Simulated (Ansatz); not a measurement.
In doubt: masses and optical values from hybrid runs of this build are listed as unsure (in some of the runs), which bears on the screening that GW takes from such a start.

Two G0W0 runs on VBiO4 (I4_1/a).

The structure is tetragonal, space group I4_1/a (No. 88). The conventional cell has a = 5.122 Å, b = 5.122 Å, c = 11.592 Å, α = 90.00°, β = 90.00°, γ = 90.00°. V has 4 O at 1.73 Å nearest. Nearest to Bi lie 8 O at 2.42 to 2.47 Å. Nearest to O lie 1 V at 1.73 Å and 2 Bi at 2.42 to 2.47 Å. Farther neighbours and most contacts between anions are not listed.

```xyz
12
Lattice="-2.5611 2.5611 5.7961 2.5611 -2.5611 5.7961 2.5611 2.5611 -5.7961" Properties=species:S:1:pos:R:3 pbc="T T T"
V     0.0000    0.0000    5.7961
V     2.5611    0.0000    2.8980
Bi    0.0000    0.0000    0.0000
Bi    0.0000    2.5611    2.8980
O     3.2834    1.2804   -0.9172
O     3.8417    0.7224    1.9808
O     1.2804   -0.7224    1.9808
O    -0.7224    1.2806    4.8788
O     3.2834   -1.2806    3.8153
O     1.2806    0.7224    6.7133
O     1.8387    1.2806    3.8153
O     1.2804    1.8387    0.9172
```

The cell and positions are those that the Materials Project relaxed with its own functionals (PBE, PBE+U or r2SCAN), kept fixed. Spin-orbit coupling is left out unless a run names it.

The first (Ansatz 0.2.0; start LDA, 4×4×4 mesh, 345 empty bands, screening to 100 eV, PAW set soft_1 files; 1 × NVIDIA H100 80GB HBM3 (shared by 6 runs) with 3 threads of AMD EPYC 7R13 (Zen 3), shared host) gave, on its mesh: starting gap 2.17 eV, G0W0 gap 3.50 eV, RPA ε∞ (mean) 7.17, 39 s.

The second gave: starting gap 10.69 eV, G0W0 gap 4.56 eV, RPA ε∞ (mean) 2.65, 2.8 min.

**Question.** What was changed in the input? Choose among start, files, mesh, bands and cutoff, frequency model or another key.

Changed: start from LDA to Hartree-Fock. A jump of this size in the start, with ε∞ moving the other way, marks another functional. Other changes could give like numbers; this is the one that was made.

Limits: not at the basis limit; no spin polarisation; d states lean on the start; no spin-orbit coupling.

[Paths, hosts, dates, memory and timing lines, banners, echoed tables and standing remarks are left out of the program output.]

[Logs are printed without paths, hosts, clocks, repeated set-up lines and the standing remarks that a program may print on its own settings, such as how far it seeks lower states.]

[Runs of the session that timed out or met a known fault of the program may be left out.]

[Cells called generated may have been cut or substituted from an entry of the Crystallography Open Database or the Materials Project.]

[Hosts, paths, dates, database ids (printed as entryN), source tags and the programs' standing remarks are cut or masked in the printed files.]
